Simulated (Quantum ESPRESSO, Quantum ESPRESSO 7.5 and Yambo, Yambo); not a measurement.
## Quasiparticle gap of SiF (chair-type functionalised monolayer) in Yambo

Aim: the G0W0 gap of SiF (chair-type functionalised monolayer) on PBE, step by step.

Main program and level: Quantum ESPRESSO 7.5 and Yambo 5.3.0; PBE and many-body steps on it, plane waves.

## 1. Starting point

The cell holds 4 atoms: 2 Si and 2 F. Its edges and angles: a = 3.968 Å, b = 3.968 Å, c = 16.000 Å, α = 90.0°, β = 90.0°, γ = 120.0°. Vacuum lies along c.

The structure was relaxed with PBE. The runs that relaxed it are not among those shown.

## 2. Ground state

This step: Quantum ESPRESSO 7.5; DFT, PBE, plane waves, norm-conserving pseudopotentials.

The ground-state density comes first.

Contents of pw.in:

```
&control
  calculation = 'scf'
  prefix = 'x'
  outdir = 'o'
  pseudo_dir = 'pseudo'
/
&system
  ibrav = 0
  nat = 4
  ntyp = 2
  ecutwfc = 72.0
  nbnd = 17
  force_symmorphic = .true.
/
&electrons
  conv_thr = 1e-10
  electron_maxstep = 80
  mixing_beta = 0.5
/
ATOMIC_SPECIES
  Si 28.085 Si.upf
  F 18.998 F.upf
CELL_PARAMETERS angstrom
  3.9676580801 -0.0000000000 0.0000000000
  -1.9838290400 3.4360926909 0.0000000000
  0.0000000000 0.0000000000 16.0000000000
ATOMIC_POSITIONS crystal
  Si 0.3333333333 0.6666666667 0.5218479757
  Si 0.6666666667 0.3333333333 0.4781520243
  F 0.3333333333 0.6666666667 0.6234988674
  F 0.6666666667 0.3333333333 0.3765011326
K_POINTS automatic
  9 9 1 0 0 0
```

Started as:

```console
$ OMP_NUM_THREADS=1 mpirun -n 4 pw.x -nk 4 -in pw.in > pw.out
```

Output:

```text
Program PWSCF v.7.5 starts

     This program is part of the open-source Quantum ESPRESSO suite
     for quantum simulation of materials; please cite
         "P. Giannozzi et al., J. Phys.:Condens. Matter 21 395502 (2009);
         "P. Giannozzi et al., J. Phys.:Condens. Matter 29 465901 (2017);
         "P. Giannozzi et al., J. Chem. Phys. 152 154105 (2020);
     in publications or presentations arising from this work. More details at
     Message from routine setup:
     using ibrav=0 with symmetry is DISCOURAGED, use correct ibrav instead

     G-vector sticks info

     bravais-lattice index     =            0
     lattice parameter (alat)  =       7.4978  a.u.
     unit-cell volume          =    1472.0267 (a.u.)^3
     number of atoms/cell      =            4
     number of atomic types    =            2
     number of electrons       =        22.00
     number of Kohn-Sham states=           17
     kinetic-energy cutoff     =      72.0000  Ry
     charge density cutoff     =     288.0000  Ry
     scf convergence threshold =      1.0E-10
     mixing beta               =       0.5000
     number of iterations used =            8  plain     mixing
     Exchange-correlation= PBE
                           (   1   4   3   4   0   0   0)

     celldm(1)=   7.497787  celldm(2)=   0.000000  celldm(3)=   0.000000
     celldm(4)=   0.000000  celldm(5)=   0.000000  celldm(6)=   0.000000

     crystal axes: (cart. coord. in units of alat)
               a(1) = (   1.000000  -0.000000   0.000000 )
               a(2) = (  -0.500000   0.866025   0.000000 )
               a(3) = (   0.000000   0.000000   4.032606 )

     reciprocal axes: (cart. coord. in units 2 pi/alat)
               b(1) = (  1.000000  0.577350 -0.000000 )
               b(2) = (  0.000000  1.154701 -0.000000 )
               b(3) = ( -0.000000 -0.000000  0.247979 )
     Pseudo is Norm-conserving + core correction, Zval =  4.0
     Generated using ONCVPSP code by D. R. Hamann
     Using radial grid of 1510 points,  6 beta functions with:
     Pseudo is Norm-conserving + core correction, Zval =  7.0
     Generated using ONCVPSP code by D. R. Hamann
     Using radial grid of  832 points,  5 beta functions with:
     Si                4.00    28.08500     Si( 1.00)
     F                 7.00    18.99800     F ( 1.00)

     12 Sym. Ops., with inversion, found

   Cartesian axes

     site n.     atom                  positions (alat units)
         1        Si     tau(   1) = (  -0.0000000   0.5773503   2.1044070  )
         2        Si     tau(   2) = (   0.5000000   0.2886751   1.9281985  )
         3        F      tau(   3) = (  -0.0000000   0.5773503   2.5143250  )
         4        F      tau(   4) = (   0.5000000   0.2886751   1.5182806  )

     number of k points=    12
                       cart. coord. in units 2pi/alat
        k(    1) = (   0.0000000   0.0000000   0.0000000), wk =   0.0246914
        k(    2) = (   0.0000000   0.1283001   0.0000000), wk =   0.1481481
        k(    3) = (   0.0000000   0.2566001   0.0000000), wk =   0.1481481
        k(    4) = (   0.0000000   0.3849002   0.0000000), wk =   0.1481481
        k(    5) = (   0.0000000   0.5132002   0.0000000), wk =   0.1481481
        k(    6) = (   0.1111111   0.1924501   0.0000000), wk =   0.1481481
        k(    7) = (   0.1111111   0.3207501   0.0000000), wk =   0.2962963
        k(    8) = (   0.1111111   0.4490502   0.0000000), wk =   0.2962963
        k(    9) = (   0.1111111   0.5773503   0.0000000), wk =   0.1481481
        k(   10) = (   0.2222222   0.3849002   0.0000000), wk =   0.1481481
        k(   11) = (   0.2222222   0.5132002   0.0000000), wk =   0.2962963
        k(   12) = (   0.3333333   0.5773503   0.0000000), wk =   0.0493827

     Dense  grid:   121513 G-vectors     FFT dimensions: (  45,  45, 180)

     Initial potential from superposition of free atoms

     starting charge      21.9988, renormalised to      22.0000
     Starting wfcs are   16 randomized atomic wfcs +    1 random wfcs

     per-process dynamical memory:    96.7 Mb

     Self-consistent Calculation

     iteration #  1     ecut=    72.00 Ry     beta= 0.50

     total energy              =    -115.61027757 Ry
     estimated scf accuracy    <       0.33363230 Ry

     iteration #  2     ecut=    72.00 Ry     beta= 0.50

     total energy              =    -115.68941868 Ry
     estimated scf accuracy    <       0.07815037 Ry

     iteration #  3     ecut=    72.00 Ry     beta= 0.50

     total energy              =    -115.70130283 Ry
     estimated scf accuracy    <       0.00800342 Ry

     iteration #  4     ecut=    72.00 Ry     beta= 0.50

     total energy              =    -115.70173144 Ry
     estimated scf accuracy    <       0.00017686 Ry

     iteration #  5     ecut=    72.00 Ry     beta= 0.50

     total energy              =    -115.70177820 Ry
     estimated scf accuracy    <       0.00000778 Ry

     iteration #  6     ecut=    72.00 Ry     beta= 0.50

     total energy              =    -115.70177918 Ry
     estimated scf accuracy    <       0.00000060 Ry

     iteration #  7     ecut=    72.00 Ry     beta= 0.50

     total energy              =    -115.70177931 Ry
     estimated scf accuracy    <       0.00000005 Ry

     iteration #  8     ecut=    72.00 Ry     beta= 0.50

     total energy              =    -115.70177932 Ry
     estimated scf accuracy    <       0.00000002 Ry

     iteration #  9     ecut=    72.00 Ry     beta= 0.50

     total energy              =    -115.70177933 Ry
     estimated scf accuracy    <          1.3E-10 Ry

     iteration # 10     ecut=    72.00 Ry     beta= 0.50

     End of self-consistent calculation

          k = 0.0000 0.0000 0.0000 ( 15183 PWs)   bands (ev):

   -27.6130 -27.5887 -13.4539 -10.4889  -9.0171  -8.3970  -8.3970  -8.2482
    -8.2482  -3.2418  -3.2418  -2.5658   0.4062   0.4614   0.4614   2.2710
     3.1968

          k = 0.0000 0.1283 0.0000 ( 15165 PWs)   bands (ev):

   -27.6103 -27.5873 -13.3471 -10.5000  -9.0456  -8.4783  -8.4220  -8.2521
    -8.2272  -4.1335  -3.4437  -2.1557   0.1955   0.9411   1.1705   2.4513
     3.3346

          k = 0.0000 0.2566 0.0000 ( 15153 PWs)   bands (ev):

   -27.6032 -27.5840 -13.0368 -10.5520  -9.1206  -8.6892  -8.4824  -8.2649
    -8.1699  -5.4066  -3.8310  -1.6987  -0.2217   2.1411   2.7150   2.9687
     3.7504

          k = 0.0000 0.3849 0.0000 ( 15168 PWs)   bands (ev):

     [... further k-points ...]

     highest occupied, lowest unoccupied level (ev):    -3.2418   -2.5658

!    total energy              =    -115.70177933 Ry
     estimated scf accuracy    <          6.5E-11 Ry

     The total energy is the sum of the following terms:
     one-electron contribution =    -332.53044766 Ry
     hartree contribution      =     172.16437145 Ry
     xc contribution           =     -28.31397461 Ry
     ewald contribution        =      72.97827149 Ry

     convergence has been achieved in  10 iterations

     XML data file, charge density, pseudopotentials, collected wavefunctions

=------------------------------------------------------------------------------=
   JOB DONE.
=------------------------------------------------------------------------------=
```

Wall time 14 s (4 MPI ranks of Arm Neoverse V2, shared host); peak memory 0.61 GiB; 57 s of CPU time.

This step gave:

| Item | Value |
| --- | --- |
| total energy | -1574.2029 eV |
| gap | 0.6760 eV |
| k of the valence top | 0, 0, 0 |
| k of the conduction bottom | 0, 0, 0 |
| least direct gap | 0.6760 eV |

The gap is direct, at Γ.

## 3. Bands along the symmetry lines

The cheap functional maps the bands first; the places of the edges decide which points the dearer methods must see.

Contents of pw.in:

```
&control
  calculation = 'bands'
  prefix = 'x'
  outdir = 'o'
  pseudo_dir = 'pseudo'
/
&system
  ibrav = 0
  nat = 4
  ntyp = 2
  ecutwfc = 72.0
  nbnd = 17
  force_symmorphic = .true.
/
&electrons
  conv_thr = 1e-9
  electron_maxstep = 80
  diago_full_acc = .true.
  diago_thr_init = 5e-6
/
ATOMIC_SPECIES
  Si 28.085 Si.upf
  F 18.998 F.upf
CELL_PARAMETERS angstrom
  3.9676580801 -0.0000000000 0.0000000000
  -1.9838290400 3.4360926909 0.0000000000
  0.0000000000 0.0000000000 16.0000000000
ATOMIC_POSITIONS crystal
  Si 0.3333333333 0.6666666667 0.5218479757
  Si 0.6666666667 0.3333333333 0.4781520243
  F 0.3333333333 0.6666666667 0.6234988674
  F 0.6666666667 0.3333333333 0.3765011326
K_POINTS crystal
  25
  0.00000000 0.00000000 0.00000000 1
  0.06250000 0.00000000 0.00000000 1
  0.12500000 0.00000000 0.00000000 1
  0.18750000 0.00000000 0.00000000 1
  0.25000000 0.00000000 0.00000000 1
  0.31250000 0.00000000 0.00000000 1
  0.37500000 0.00000000 0.00000000 1
  0.43750000 0.00000000 0.00000000 1
  0.50000000 0.00000000 0.00000000 1
  0.47916667 0.04166667 0.00000000 1
  0.45833333 0.08333333 0.00000000 1
  0.43750000 0.12500000 0.00000000 1
  0.41666666 0.16666666 0.00000000 1
  0.39583333 0.20833333 0.00000000 1
  0.37500000 0.25000000 0.00000000 1
  0.35416666 0.29166666 0.00000000 1
  0.33333333 0.33333333 0.00000000 1
  0.29166666 0.29166666 0.00000000 1
  0.25000000 0.25000000 0.00000000 1
  0.20833333 0.20833333 0.00000000 1
  0.16666666 0.16666666 0.00000000 1
  0.12500000 0.12500000 0.00000000 1
  0.08333333 0.08333333 0.00000000 1
  0.04166667 0.04166667 0.00000000 1
  0.00000000 0.00000000 0.00000000 1
```

Output:

```text
[banner, memory and clock lines left out]
Program PWSCF v.7.5 starts

     Atomic positions and unit cell read from directory:
     o/x.save/

     Message from routine setup:
     using ibrav=0 with symmetry is DISCOURAGED, use correct ibrav instead

     G-vector sticks info

     bravais-lattice index     =            0
     lattice parameter (alat)  =       7.4978  a.u.
     unit-cell volume          =    1472.0267 (a.u.)^3
     number of atoms/cell      =            4
     number of atomic types    =            2
     number of electrons       =        22.00
     number of Kohn-Sham states=           17
     kinetic-energy cutoff     =      72.0000  Ry
     charge density cutoff     =     288.0000  Ry
     Exchange-correlation= PBE
                           (   1   4   3   4   0   0   0)

     celldm(1)=   7.497787  celldm(2)=   0.000000  celldm(3)=   0.000000
     celldm(4)=   0.000000  celldm(5)=   0.000000  celldm(6)=   0.000000

     crystal axes: (cart. coord. in units of alat)
               a(1) = (   1.000000  -0.000000   0.000000 )
               a(2) = (  -0.500000   0.866025   0.000000 )
               a(3) = (   0.000000   0.000000   4.032606 )

     reciprocal axes: (cart. coord. in units 2 pi/alat)
               b(1) = (  1.000000  0.577350 -0.000000 )
               b(2) = (  0.000000  1.154701 -0.000000 )
               b(3) = ( -0.000000 -0.000000  0.247979 )
     Pseudo is Norm-conserving + core correction, Zval =  4.0
     Generated using ONCVPSP code by D. R. Hamann
     Using radial grid of 1510 points,  6 beta functions with:
     Pseudo is Norm-conserving + core correction, Zval =  7.0
     Generated using ONCVPSP code by D. R. Hamann
     Using radial grid of  832 points,  5 beta functions with:
     Si                4.00    28.08500     Si( 1.00)
     F                 7.00    18.99800     F ( 1.00)

     12 Sym. Ops., with inversion, found

   Cartesian axes

     site n.     atom                  positions (alat units)
         1        Si     tau(   1) = (  -0.0000000   0.5773503   2.1044070  )
         2        Si     tau(   2) = (   0.5000000   0.2886751   1.9281985  )
         3        F      tau(   3) = (  -0.0000000   0.5773503   2.5143250  )
         4        F      tau(   4) = (   0.5000000   0.2886751   1.5182806  )

     number of k points=    25
                       cart. coord. in units 2pi/alat
        k(    1) = (   0.0000000   0.0000000   0.0000000), wk =   0.0800000
        k(    2) = (   0.0625000   0.0360844   0.0000000), wk =   0.0800000
        k(    3) = (   0.1250000   0.0721688   0.0000000), wk =   0.0800000
[...]
[... 13 further rows ...]
        k(   24) = (   0.0416667   0.0721688   0.0000000), wk =   0.0800000
        k(   25) = (   0.0000000   0.0000000   0.0000000), wk =   0.0800000

     Dense  grid:   121513 G-vectors     FFT dimensions: (  45,  45, 180)

     The potential is recalculated from file :
     o/x.save/charge-density

     Starting wfcs are   16 randomized atomic wfcs +    1 random wfcs

     Band Structure Calculation

     End of band structure calculation

          k = 0.0000 0.0000 0.0000 ( 15183 PWs)   bands (ev):

   -27.6130 -27.5887 -13.4540 -10.4889  -9.0171  -8.3970  -8.3970  -8.2482
    -8.2482  -3.2419  -3.2419  -2.5659   0.4061   0.4613   0.4613   2.2710
     3.1970

          k = 0.0625 0.0361 0.0000 ( 15149 PWs)   bands (ev):

   -27.6121 -27.5882 -13.4200 -10.4920  -9.0263  -8.4235  -8.4052  -8.2493
[...]
3.2404

          k = 0.1250 0.0722 0.0000 ( 15167 PWs)   bands (ev):

[...]
3.3713

[...]
k = 0.0417 0.0722 0.0000 ( 15153 PWs)   bands (ev):

[...]
3.2549

          k = 0.0000 0.0000 0.0000 ( 15183 PWs)   bands (ev):

   -27.6130 -27.5887 -13.4540 -10.4889  -9.0171  -8.3970  -8.3970  -8.2482
    -8.2482  -3.2419  -3.2419  -2.5659   0.4061   0.4613   0.4613   2.2710
     3.1969

     XML data file, pseudopotentials, collected wavefunctions
```

Run time: 11 s. Hardware: 4 MPI ranks; peak memory 0.47 GiB; 45 s of CPU time.

Numbers from this step:

```
gap                        : 0.6760 eV
k of the valence top       : 0, 0, 0
k of the conduction bottom : 0, 0, 0
least direct gap           : 0.6760 eV
```

The gap is 0.676 eV, as in the run before at this level.

Electronic bands along the path, in eV, zero at the top of the highest filled band:

```
  point  band 8  band 9  band 10  band 11  band 12  band 13  band 14  band 15
      Γ   -5.01   -5.01     0.00     0.00     0.68     3.65     3.70     3.70
halfway   -5.03   -4.91    -2.46    -0.68     1.64     2.96     5.75     6.31
      M   -5.05   -4.68    -3.91    -1.11     1.70     3.90     4.69     8.18
halfway   -5.14   -4.54    -3.96    -1.94     3.10     4.34     4.76     7.07
      K   -5.20   -4.24    -4.24    -2.45     4.41     4.41     6.23     6.23
halfway   -5.07   -4.85    -2.72    -1.26     2.09     3.98     4.54     6.61
      Γ   -5.01   -5.01     0.00     0.00     0.68     3.65     3.70     3.70
```

## 4. Empty states on the mesh, 6×6×1 mesh, 72 bands

The sums over transitions need many empty states on a uniform mesh; this step solves for them.

Contents of pw.in:

```
&control
  calculation = 'nscf'
  prefix = 'x'
  outdir = 'o'
  pseudo_dir = 'pseudo'
/
&system
  ibrav = 0
  nat = 4
  ntyp = 2
  ecutwfc = 72.0
  nbnd = 72
  force_symmorphic = .true.
/
&electrons
  conv_thr = 1e-9
  electron_maxstep = 80
  diago_full_acc = .true.
  diago_thr_init = 5e-6
/
ATOMIC_SPECIES
  Si 28.085 Si.upf
  F 18.998 F.upf
CELL_PARAMETERS angstrom
  3.9676580801 -0.0000000000 0.0000000000
  -1.9838290400 3.4360926909 0.0000000000
  0.0000000000 0.0000000000 16.0000000000
ATOMIC_POSITIONS crystal
  Si 0.3333333333 0.6666666667 0.5218479757
  Si 0.6666666667 0.3333333333 0.4781520243
  F 0.3333333333 0.6666666667 0.6234988674
  F 0.6666666667 0.3333333333 0.3765011326
K_POINTS automatic
  6 6 1 0 0 0
```

Output:

```text
[banner, memory and clock lines left out]
Program PWSCF v.7.5 starts

     Atomic positions and unit cell read from directory:
     o/x.save/

     Message from routine setup:
     using ibrav=0 with symmetry is DISCOURAGED, use correct ibrav instead

     G-vector sticks info

     bravais-lattice index     =            0
     lattice parameter (alat)  =       7.4978  a.u.
     unit-cell volume          =    1472.0267 (a.u.)^3
     number of atoms/cell      =            4
     number of atomic types    =            2
     number of electrons       =        22.00
     number of Kohn-Sham states=           72
     kinetic-energy cutoff     =      72.0000  Ry
     charge density cutoff     =     288.0000  Ry
     Exchange-correlation= PBE
                           (   1   4   3   4   0   0   0)

     celldm(1)=   7.497787  celldm(2)=   0.000000  celldm(3)=   0.000000
     celldm(4)=   0.000000  celldm(5)=   0.000000  celldm(6)=   0.000000

     crystal axes: (cart. coord. in units of alat)
               a(1) = (   1.000000  -0.000000   0.000000 )
               a(2) = (  -0.500000   0.866025   0.000000 )
               a(3) = (   0.000000   0.000000   4.032606 )

     reciprocal axes: (cart. coord. in units 2 pi/alat)
               b(1) = (  1.000000  0.577350 -0.000000 )
               b(2) = (  0.000000  1.154701 -0.000000 )
               b(3) = ( -0.000000 -0.000000  0.247979 )
     Pseudo is Norm-conserving + core correction, Zval =  4.0
     Generated using ONCVPSP code by D. R. Hamann
     Using radial grid of 1510 points,  6 beta functions with:
     Pseudo is Norm-conserving + core correction, Zval =  7.0
     Generated using ONCVPSP code by D. R. Hamann
     Using radial grid of  832 points,  5 beta functions with:
     Si                4.00    28.08500     Si( 1.00)
     F                 7.00    18.99800     F ( 1.00)

     12 Sym. Ops., with inversion, found

   Cartesian axes

     site n.     atom                  positions (alat units)
         1        Si     tau(   1) = (  -0.0000000   0.5773503   2.1044070  )
         2        Si     tau(   2) = (   0.5000000   0.2886751   1.9281985  )
         3        F      tau(   3) = (  -0.0000000   0.5773503   2.5143250  )
         4        F      tau(   4) = (   0.5000000   0.2886751   1.5182806  )

     number of k points=     7
                       cart. coord. in units 2pi/alat
        k(    1) = (   0.0000000   0.0000000   0.0000000), wk =   0.0555556
        k(    2) = (   0.0000000   0.1924501   0.0000000), wk =   0.3333333
        k(    3) = (   0.0000000   0.3849002   0.0000000), wk =   0.3333333
        k(    4) = (   0.0000000  -0.5773503   0.0000000), wk =   0.1666667
        k(    5) = (   0.1666667   0.2886751   0.0000000), wk =   0.3333333
        k(    6) = (   0.1666667   0.4811252   0.0000000), wk =   0.6666667
        k(    7) = (   0.3333333   0.5773503   0.0000000), wk =   0.1111111

     Dense  grid:   121513 G-vectors     FFT dimensions: (  45,  45, 180)

     The potential is recalculated from file :
     o/x.save/charge-density

     Starting wfcs are   16 randomized atomic wfcs +   56 random wfcs

     Band Structure Calculation

     End of band structure calculation

          k = 0.0000 0.0000 0.0000 ( 15183 PWs)   bands (ev):

   -27.6130 -27.5887 -13.4540 -10.4889  -9.0171  -8.3970  -8.3970  -8.2482
    -8.2482  -3.2419  -3.2419  -2.5659   0.4061   0.4613   0.4613   2.2710
     3.1968   3.4997   5.2149   5.5993   6.0145   6.9135   6.9135   8.5399
[...]
k = 0.0000 0.1925 0.0000 ( 15161 PWs)   bands (ev):

[...]
k = 0.0000 0.3849 0.0000 ( 15168 PWs)   bands (ev):

[...]
19.7727  20.0120  20.2567  20.8376  20.9010  21.1073  21.3109  21.5532
    21.6619  22.2548  22.3871  22.6476  23.0803  23.0897  23.4551  23.4772

          k = 0.0000-0.5774 0.0000 ( 15192 PWs)   bands (ev):

     [... further k-points ...]

     highest occupied, lowest unoccupied level (ev):    -3.2419   -2.5659

     XML data file, pseudopotentials, collected wavefunctions
```

It took 19 s on 4 MPI ranks; peak memory 0.76 GiB.

This step gave:

- gap: 0.6760 eV
- k of the valence top: 0, 0, 0
- k of the conduction bottom: 0, 0, 0
- least direct gap: 0.6760 eV
- k points computed: 7
- lowest point of the top converged band, above the valence top: 25.27 eV

On this mesh the gap is 0.676 eV.

(Part 1 of 2 ends here.)

[Paths, hosts, dates, memory and timing lines, banners, echoed tables and standing remarks are left out of the program output.]

[Logs are printed without paths, hosts, clocks, repeated set-up lines and the standing remarks that a program may print on its own settings, such as how far it seeks lower states.]

[Runs of the session that timed out or met a known fault of the program may be left out.]

[Hosts, paths, dates, database ids (printed as entryN), source tags and the programs' standing remarks are cut or masked in the printed files.]
